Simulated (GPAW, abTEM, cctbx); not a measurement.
# Ir2Pd: the scripts behind a bonding study

Short scripts, each with its output. The start was made by putting kin elements into a known structure type; the compound need not exist, or be stable, in this form.

## Step 1: Relax the structure

```text
cell
1.0
     0.000000000   -2.977000000    0.000000000
     2.977000000    0.000000000    0.000000000
    -1.488500000    1.488500000    4.818500000
Ir Pd
2 1
Direct
0.656100000 0.656100000 0.312200000
0.343900000 0.343900000 0.687800000
0.000000000 0.000000000 0.000000000
```

```python
from ase.constraints import FixSymmetry
from ase.filters import FrechetCellFilter
from ase.io import read, write
from ase.optimize import BFGS
from ase.parallel import parprint
from gpaw import GPAW, PW, FermiDirac

atoms = read("start.vasp")
atoms.set_constraint(FixSymmetry(atoms))
atoms.calc = GPAW(mode=PW(570), xc="PBE", kpts={"size": (7, 7, 7), "gamma": True},
                 occupations=FermiDirac(0.1), maxiter=120, symmetry={"tolerance": 1e-5}, txt="relax.txt")
BFGS(FrechetCellFilter(atoms), maxstep=0.15).run(fmax=0.03, steps=40)
parprint("cell  %.4f %.4f %.4f  %.2f %.2f %.2f" % tuple(atoms.cell.cellpar()))
parprint("volume %.3f A^3, largest force %.3f eV/A, largest stress %.2f GPa" % (atoms.get_volume(), abs(atoms.get_forces()).max(), 160.218 * abs(atoms.get_stress()).max()))
atoms.set_constraint()
write("relaxed.vasp", atoms, direct=True)
```

```console
$ OMP_NUM_THREADS=1 mpirun -n 4 gpaw python run.py > gpaw.log
```

```text
gpts.py:43: UserWarning: Initial realspace grid (18,18,30) inconsistent with symmetries.
gpts.py:43: UserWarning: Initial realspace grid (18,18,30) inconsistent with symmetries.
gpts.py:43: UserWarning: Initial realspace grid (18,18,30) inconsistent with symmetries.
gpts.py:43: UserWarning: Initial realspace grid (18,18,30) inconsistent with symmetries.
gpts.py:70: UserWarning: Using symmetrized grid: (30,30,30).
gpts.py:70: UserWarning: Using symmetrized grid: (30,30,30).
gpts.py:70: UserWarning: Using symmetrized grid: (30,30,30).
gpts.py:70: UserWarning: Using symmetrized grid: (30,30,30).
            Step        Energy          fmax
BFGS:    0      -21.177601        2.413320
BFGS:    1      -21.394420        1.764078
BFGS:    2      -21.694996        1.014486
gpts.py:43: UserWarning: Initial realspace grid (18,18,32) inconsistent with symmetries.
gpts.py:43: UserWarning: Initial realspace grid (18,18,32) inconsistent with symmetries.
gpts.py:43: UserWarning: Initial realspace grid (18,18,32) inconsistent with symmetries.
gpts.py:43: UserWarning: Initial realspace grid (18,18,32) inconsistent with symmetries.
gpts.py:70: UserWarning: Using symmetrized grid: (32,32,32).
gpts.py:70: UserWarning: Using symmetrized grid: (32,32,32).
gpts.py:70: UserWarning: Using symmetrized grid: (32,32,32).
gpts.py:70: UserWarning: Using symmetrized grid: (32,32,32).
BFGS:    3      -21.781576        0.999512
BFGS:    4      -21.838014        0.960514
gpts.py:43: UserWarning: Initial realspace grid (16,16,35) inconsistent with symmetries.
gpts.py:43: UserWarning: Initial realspace grid (16,16,35) inconsistent with symmetries.
gpts.py:43: UserWarning: Initial realspace grid (16,16,35) inconsistent with symmetries.
gpts.py:43: UserWarning: Initial realspace grid (16,16,35) inconsistent with symmetries.
gpts.py:70: UserWarning: Using symmetrized grid: (35,35,35).
gpts.py:70: UserWarning: Using symmetrized grid: (35,35,35).
gpts.py:70: UserWarning: Using symmetrized grid: (35,35,35).
gpts.py:70: UserWarning: Using symmetrized grid: (35,35,35).
BFGS:    5      -22.022790        2.361949
BFGS:    6      -22.224765        2.993571
gpts.py:43: UserWarning: Initial realspace grid (15,15,35) inconsistent with symmetries.
gpts.py:43: UserWarning: Initial realspace grid (15,15,35) inconsistent with symmetries.
gpts.py:43: UserWarning: Initial realspace grid (15,15,35) inconsistent with symmetries.
gpts.py:43: UserWarning: Initial realspace grid (15,15,35) inconsistent with symmetries.
BFGS:    7      -22.413380        1.442457
BFGS:    8      -22.486419        0.532079
BFGS:    9      -22.495319        0.028569
cell  2.7456 2.7456 6.1687  102.86 102.86 90.00
volume 44.140 A^3, largest force 0.011 eV/A, largest stress 0.31 GPa
```

Time: 4.4 min on 4 cores of Arm Neoverse V1 (shared host), peak memory 1.1 GiB.

## Step 2: Build the all-electron density and subtract free atoms

```text
cell
1.0
     0.000000000   -2.745646190    0.000000000
     2.745646190    0.000000000    0.000000000
    -1.372823095    1.372823095    5.855266620
Ir Pd
2 1
Direct
0.671968680 0.671968680 0.343937360
0.328031320 0.328031320 0.656062640
0.000000000 0.000000000 0.000000000
```

```python
import numpy as np
from ase.io import read
from ase.units import Bohr
from gpaw import GPAW, PW, FermiDirac
from gpaw.calculator import GPAW as OldGPAW
from gpaw.mpi import serial_comm, world
from scipy.special import erfc
from scipy.spatial import cKDTree

atoms = read("cell.vasp")
atoms.calc = GPAW(mode=PW(450), xc="PBE", kpts={"size": (9, 9, 9), "gamma": True},
                 occupations=FermiDirac(0.1), maxiter=120, symmetry={"tolerance": 1e-5}, txt="scf.txt")
atoms.get_potential_energy()
rho = atoms.calc.get_all_electron_density(gridrefinement=2)
moments = atoms.get_magnetic_moments() if atoms.calc.get_number_of_spins() == 2 else np.zeros(len(atoms))
total = atoms.get_magnetic_moment() if moments.any() else 0.0
if world.rank == 0:
    free = OldGPAW(mode=PW(450), xc="PBE", txt=None, communicator=serial_comm)
    neutral = atoms.copy()
    neutral.set_initial_magnetic_moments(None)
    free.initialize(neutral)
    free.set_positions(neutral)
    drho = rho - free.get_all_electron_density(gridrefinement=2)
    # GPAW starts from confined atoms: exchange their smooth part for that of the datasets' free atoms
    h = np.stack(np.meshgrid(*[np.fft.fftfreq(n, 1 / n) for n in drho.shape], indexing="ij"), -1)
    gabs = np.linalg.norm(h @ atoms.cell.reciprocal(), axis=-1)
    tails = np.fft.fftn(free.get_pseudo_density(gridrefinement=2))
    g, form, v0 = np.linspace(0, gabs.max(), 1500), {}, 0
    for e in set(atoms.symbols):
        idx = atoms.symbols.search(e)
        d = free.setups[idx[0]].data
        r, w = d.rgd.r_g * Bohr, d.rgd.r_g**2 * d.rgd.dr_g
        j0 = np.sinc(2 * g[:, None] * r)
        smooth = sum(f * p**2 for f, p in zip(d.f_j, d.phit_jg)) + np.sqrt(4 * np.pi) * d.nct_g
        full = sum(f * p**2 for f, p in zip(d.f_j, d.phi_jg)) + np.sqrt(4 * np.pi) * d.nc_g
        phase = sum(np.exp(-2j * np.pi * h @ s) for s in atoms.get_scaled_positions()[idx])
        tails -= np.interp(gabs, g, j0 @ (smooth * w)) * phase * drho.size / atoms.get_volume()
        form[e] = j0 @ (full * w)
        v0 += 2 * np.pi / 3 * 14.3996 * (full * w * r**2).sum() * len(idx)  # V A^3
    tails *= 0.5 * erfc((gabs - 1.8) / 0.25)  # the tails differ at long wavelengths alone
    drho += np.fft.ifftn(tails).real  # crystal minus superposed spherical free atoms
    np.save("drho.npy", drho)
    dv = atoms.get_volume() / drho.size
    print("grid", drho.shape, " electrons %.3f" % (rho.sum() * dv), " moved by bonding %.3f e" % (abs(drho).sum() * dv / 2))
    pts = np.indices(drho.shape).reshape(3, -1).T / drho.shape @ atoms.cell
    shifts = (np.indices((3, 3, 3)).reshape(3, -1).T - 1) @ atoms.cell
    images = (atoms.positions[None] + shifts[:, None]).reshape(-1, 3)
    dist, idx = cKDTree(images).query(pts, k=4)
    out = drho.ravel()[dist[:, 0] > 0.5]
    print("deformation density beyond 0.5 A of the nuclei: max %.3f, min %.3f e/A^3" % (out.max(), out.min()))
    tie = dist < dist[:, :1] + 1e-4
    q = -np.bincount((idx % len(atoms))[tie], (drho.ravel()[:, None] / tie.sum(1, keepdims=True) * tie)[tie], len(atoms)) * dv
    print("atom        x       y       z   Voronoi charge  moment")
    for a, s, c, m in zip(atoms, atoms.get_scaled_positions(), q, moments):
        print("%-2s%-3d %7.4f %7.4f %7.4f %10.3f %10.2f" % (a.symbol, a.index + 1, *s, c, m))
    np.savez("free.npz", g=g, **form)
    print("mean inner potential of superposed free atoms %.3f V" % (v0 / atoms.get_volume()))
    print("total magnetic moment %.3f muB" % total)
```

```console
$ OMP_NUM_THREADS=1 mpirun -n 4 gpaw python run.py > gpaw.log
```

```text
gpts.py:43: UserWarning: Initial realspace grid (14,14,32) inconsistent with symmetries.
gpts.py:43: UserWarning: Initial realspace grid (14,14,32) inconsistent with symmetries.
gpts.py:43: UserWarning: Initial realspace grid (14,14,32) inconsistent with symmetries.
gpts.py:43: UserWarning: Initial realspace grid (14,14,32) inconsistent with symmetries.
gpts.py:70: UserWarning: Using symmetrized grid: (32,32,32).
gpts.py:70: UserWarning: Using symmetrized grid: (32,32,32).
gpts.py:70: UserWarning: Using symmetrized grid: (32,32,32).
gpts.py:70: UserWarning: Using symmetrized grid: (32,32,32).
grid (64, 64, 64)  electrons 200.000  moved by bonding 0.904 e
deformation density beyond 0.5 A of the nuclei: max 0.228, min -0.319 e/A^3
atom        x       y       z   Voronoi charge  moment
Ir1    0.6720  0.6720  0.3439     -0.097       0.00
Ir2    0.3280  0.3280  0.6561     -0.097       0.00
Pd3    0.0000  0.0000  0.0000      0.194       0.00
mean inner potential of superposed free atoms 33.621 V
total magnetic moment 0.000 muB
```

Time: 41 s.

## Step 3: Fourier-transform the difference

```python
from cctbx import adptbx, crystal, miller, xray
from cctbx.eltbx import tiny_pse
import numpy as np

cs = crystal.symmetry(unit_cell=(2.7456, 2.7456, 11.7105, 90, 90, 90), space_group_symbol='Hall: -I 4 2')  # I4/mmm
atoms = [  # label, site, U (iso, or U11 U22 U33 U12 U13 U23 in A^2), occupancy
    ("Ir1", (0.5, 0.5, 0.17197), 0.0000, 1),
    ("Pd1", (0, 0, 0), 0.0000, 1),
]
xs = xray.structure(crystal_symmetry=cs)
for label, site, u, occ in atoms:
    u = adptbx.u_cif_as_u_star(cs.unit_cell(), u) if isinstance(u, tuple) else u
    xs.add_scatterer(xray.scatterer(label, site=site, u=u, occupancy=occ))
xs.scattering_type_registry(table="wk1995")
drho = np.load("drho.npy")
T = np.array([[0, 1, 0], [-1, 0, 0], [1, 1, 2]])  # conventional axes in terms of the primitive ones
dF = np.fft.ifftn(drho) * 88.28071  # electrons a conventional cell, indexed by primitive hkl
ms = miller.build_set(cs, anomalous_flag=False, d_min=0.9).sort("resolution")
iam = ms.structure_factors_from_scatterers(xs, algorithm="direct").f_calc()
p1 = xs.expand_to_p1()
z = np.array([tiny_pse.table(sc.scattering_type).atomic_number() for sc in p1.scatterers()])
x = np.array(p1.sites_frac())
free = np.load("free.npz")
print("static structure factors of the conventional cell: F in electrons, V (Mott-Bethe) in volts")
print("   h  k  l      d  |F| table  |F| free   |F| DFT   change   |V| free  |V| DFT  change %")
for h, d, table in list(zip(ms.indices(), ms.d_spacings().data(), iam.data()))[:16]:
    df = dF[tuple(np.rint(np.linalg.solve(T, h)).astype(int))]
    phase = np.exp(2j * np.pi * x @ h)
    f = sum(np.interp(1 / d, free["g"], free[sc.scattering_type]) * p for sc, p in zip(p1.scatterers(), phase))
    fz = (z * phase).sum()
    c = 14.3996 * d * d / (np.pi * cs.unit_cell().volume())
    v0, v1 = abs(fz - f) * c, abs(fz - f - df) * c
    print("%4d%3d%3d %7.4f %9.3f %9.3f %9.3f %8.3f %9.3f %8.3f %8s" % (h + (d, abs(table), abs(f), abs(f + df), abs(f + df) - abs(f), v0, v1, "%.1f" % (100 * (v1 / v0 - 1)) if v0 > 0.02 else "-")))
```

```console
$ python run.py
```

```text
static structure factors of the conventional cell: F in electrons, V (Mott-Bethe) in volts
   h  k  l      d  |F| table  |F| free   |F| DFT   change   |V| free  |V| DFT  change %
   0  0  2  5.8552    76.654    76.872    77.317    0.445     4.538    3.745    -17.5
   0  0  4  2.9276    24.532    24.631    25.098    0.467     0.247    0.040    -84.0
   1  0  1  2.6731    48.546    48.571    49.115    0.544     1.654    1.452    -12.2
   1  0  3  2.2457   324.287   323.902   323.062   -0.841    19.524   19.744      1.1
   0  0  6  1.9517   306.672   306.335   305.685   -0.650    17.312   17.441      0.7
   1  1  0  1.9414   310.969   310.627   309.915   -0.712    17.490   17.630      0.8
   1  1  2  1.8428    67.018    66.876    67.080    0.205     2.212    2.176     -1.6
   1  0  5  1.7819    85.502    85.337    85.480    0.143     3.094    3.070     -0.8
   1  1  4  1.6180    24.829    24.730    24.800    0.070     0.062    0.053    -15.4
   0  0  8  1.4638    97.202    97.028    96.990   -0.037     3.315    3.319      0.1
   1  0  7  1.4286     4.109     4.014     3.983   -0.030     0.831    0.827     -0.4
   1  1  6  1.3764   266.930   266.813   266.819    0.005    12.498   12.497     -0.0
   2  0  0  1.3728   270.868   270.751   270.897    0.146    12.647   12.633     -0.1
   2  0  2  1.3366    61.632    61.476    61.388   -0.088     1.664    1.673      0.5
   2  0  4  1.2429    24.077    23.931    23.944    0.014     0.101    0.100     -1.1
   2  1  1  1.2212    42.320    42.156    42.128   -0.028     0.842    0.844      0.3
```

Time: 0.29 s on 1 core of Arm Neoverse V1 (shared host), peak memory 0.08 GiB.

## Step 4: Propagate a plane wave with and without the bonding term

```python
import abtem
import numpy as np
from ase.build import make_supercell
from ase.io import read

abtem.config.set({"dask.lazy": False, "fft": "fftw", "diagnostics.progress_bar": False})
M = [[-1, 0, 0], [1, 1, 2], [0, 1, 0]]  # rows: x, y and beam direction in the primitive cell's axes
unit = make_supercell(read("cell.vasp"), M)
unit.set_cell(list(unit.cell.lengths()) + [90, 90, 90], scale_atoms=True)
unit.positions[:, 2] += 0.6864  # keeps atomic planes off the slice boundaries
unit.wrap()
slab = unit * (1, 1, 216)
print(slab.get_chemical_formula(), "| box %.2f x %.2f x %.2f A" % tuple(slab.cell.lengths()))

# change of the potential by bonding, from the DFT deformation density (Poisson's equation term by term)
drho = np.load("drho.npy")
prim = read("cell.vasp")
h = np.stack(np.meshgrid(*[np.fft.fftfreq(n, 1 / n) for n in drho.shape], indexing="ij"), -1).reshape(-1, 3).astype(int)
g2 = ((h @ prim.cell.reciprocal()) ** 2).sum(1)
keep = (g2 > 0) & (g2 < 2.5**2)
shape = (79, 335, 18)
vg = np.zeros(shape, complex)
hm = h[keep] @ np.array(M).T
move = np.exp(-2j * np.pi * hm[:, 2] * (0.6864 / unit.cell[2, 2] - 0.5 / shape[2]))  # the same shift, sampled at mid-points
vg[tuple(hm.T % np.array(shape)[:, None])] = -14.3996 / np.pi * (np.fft.fftn(drho).ravel() / drho.size)[keep] / g2[keep] * move
dV = np.fft.ifftn(vg).real * vg.size
dV = dV.reshape(79, 335, 2, 9).mean(3) * unit.cell[2, 2] / 2  # V A, projected in each slice
dV = np.tile(dV.transpose(2, 0, 1), (216, 1, 1))


def build(atoms):
    p = abtem.Potential(atoms, gpts=(79, 335), slice_thickness=[slab.cell[2, 2] / 432] * 432,
                        parametrization="lobato", projection="infinite", exit_planes=36).build()
    p.array[:] += BONDING * dV
    return p


def potentials():
    yield build(slab)  # atoms at rest


for label, BONDING in (("IAM", 0.0), ("DFT", 1.0)):
    print("=====", label)
    potential = build(slab)
    print("grid", potential.gpts, "slices", potential.num_slices)
    thickness = potential.exit_thicknesses
    wave = abtem.PlaneWave(energy=200000)
    dp = np.mean([wave.multislice(p).diffraction_patterns(max_angle="valid").array for p in potentials()], axis=0)
    hkl = [(0, 0, 0), (0, 0, 2), (0, 1, 1), (0, 1, 3), (0, 2, 0), (0, 2, 2), (0, 3, 1)]
    nx, ny = dp.shape[-2:]
    print("intensity of each beam, fraction of the incident wave")
    print("  t (A)" + "".join("%9s" % " ".join(map(str, h)) for h in hkl) + "  diffuse    total")
    grid = np.zeros((nx, ny), bool)
    grid[nx // 2 % 1::1, ny // 2 % 1::1] = True
    for t, a in list(zip(thickness, dp))[1:]:
        idx = [np.rint(np.array(M) @ np.linalg.solve([[0, 1, 0], [-1, 0, 0], [1, 1, 2]], h)).astype(int) for h in hkl]
        print("%7.1f" % t + "".join("%9.5f" % a[nx // 2 + i[0] * 1, ny // 2 + i[1] * 1] for i in idx) + "%9.4f%9.4f" % (a[~grid].sum(), a.sum()))
```

```console
$ python run.py
```

```text
Ir864Pd432 | box 2.75 x 11.71 x 593.06 A
===== IAM
grid (79, 335) slices 432
intensity of each beam, fraction of the incident wave
  t (A)    0 0 0    0 0 2    0 1 1    0 1 3    0 2 0    0 2 2    0 3 1  diffuse    total
   49.4  0.66925  0.00634  0.00074  0.03446  0.00113  0.00007  0.00024   0.0000   0.9739
   98.8  0.23848  0.02855  0.00642  0.05564  0.00198  0.00066  0.00073   0.0000   0.9175
  148.3  0.03131  0.07188  0.01799  0.03752  0.00230  0.00052  0.00084   0.0000   0.8487
  197.7  0.00076  0.11731  0.02174  0.01313  0.00134  0.00035  0.00072   0.0000   0.7974
  247.1  0.00446  0.12945  0.01163  0.00877  0.00090  0.00073  0.00066   0.0000   0.7759
  296.5  0.01586  0.10896  0.00211  0.01982  0.00014  0.00126  0.00057   0.0000   0.7663
  346.0  0.09380  0.07444  0.00221  0.02452  0.00027  0.00128  0.00030   0.0000   0.7644
  395.4  0.21754  0.05428  0.00650  0.01216  0.00001  0.00049  0.00003   0.0000   0.7608
  444.8  0.26242  0.05855  0.00827  0.00230  0.00042  0.00018  0.00001   0.0000   0.7563
  494.2  0.17514  0.07115  0.00808  0.00923  0.00143  0.00025  0.00004   0.0000   0.7509
  543.6  0.06065  0.07279  0.01509  0.01588  0.00166  0.00028  0.00022   0.0000   0.7333
  593.1  0.00633  0.05681  0.02433  0.00892  0.00129  0.00013  0.00048   0.0000   0.7118
===== DFT
grid (79, 335) slices 432
intensity of each beam, fraction of the incident wave
  t (A)    0 0 0    0 0 2    0 1 1    0 1 3    0 2 0    0 2 2    0 3 1  diffuse    total
   49.4  0.66404  0.00332  0.00044  0.03649  0.00122  0.00010  0.00020   0.0000   0.9738
   98.8  0.23438  0.02053  0.00489  0.05911  0.00203  0.00070  0.00057   0.0000   0.9165
  148.3  0.03251  0.06193  0.01417  0.04410  0.00204  0.00058  0.00066   0.0000   0.8487
  197.7  0.00814  0.10856  0.01682  0.01865  0.00109  0.00052  0.00069   0.0000   0.8027
  247.1  0.01145  0.12445  0.00872  0.01174  0.00039  0.00090  0.00075   0.0000   0.7857
  296.5  0.01407  0.10776  0.00098  0.02447  0.00008  0.00119  0.00071   0.0000   0.7767
  346.0  0.09620  0.07166  0.00116  0.03027  0.00027  0.00097  0.00039   0.0000   0.7735
  395.4  0.24511  0.03702  0.00688  0.01605  0.00011  0.00025  0.00012   0.0000   0.7694
  444.8  0.31350  0.01823  0.01194  0.00613  0.00101  0.00003  0.00007   0.0000   0.7632
  494.2  0.22415  0.01209  0.01211  0.01687  0.00226  0.00001  0.00010   0.0000   0.7516
  543.6  0.08792  0.00909  0.01544  0.02866  0.00177  0.00004  0.00015   0.0000   0.7236
  593.1  0.01659  0.00721  0.01976  0.02129  0.00072  0.00016  0.00039   0.0000   0.6911
```

Time: 18 s.

[Outputs are excerpts: Python notices, other lines and further rows are left out; steps that failed or that the build refused (PBEsol, TPSS) are not shown.]

[Logs are printed without paths, hosts, clocks, repeated set-up lines and the standing remarks that a program may print on its own settings, such as how far it seeks lower states.]
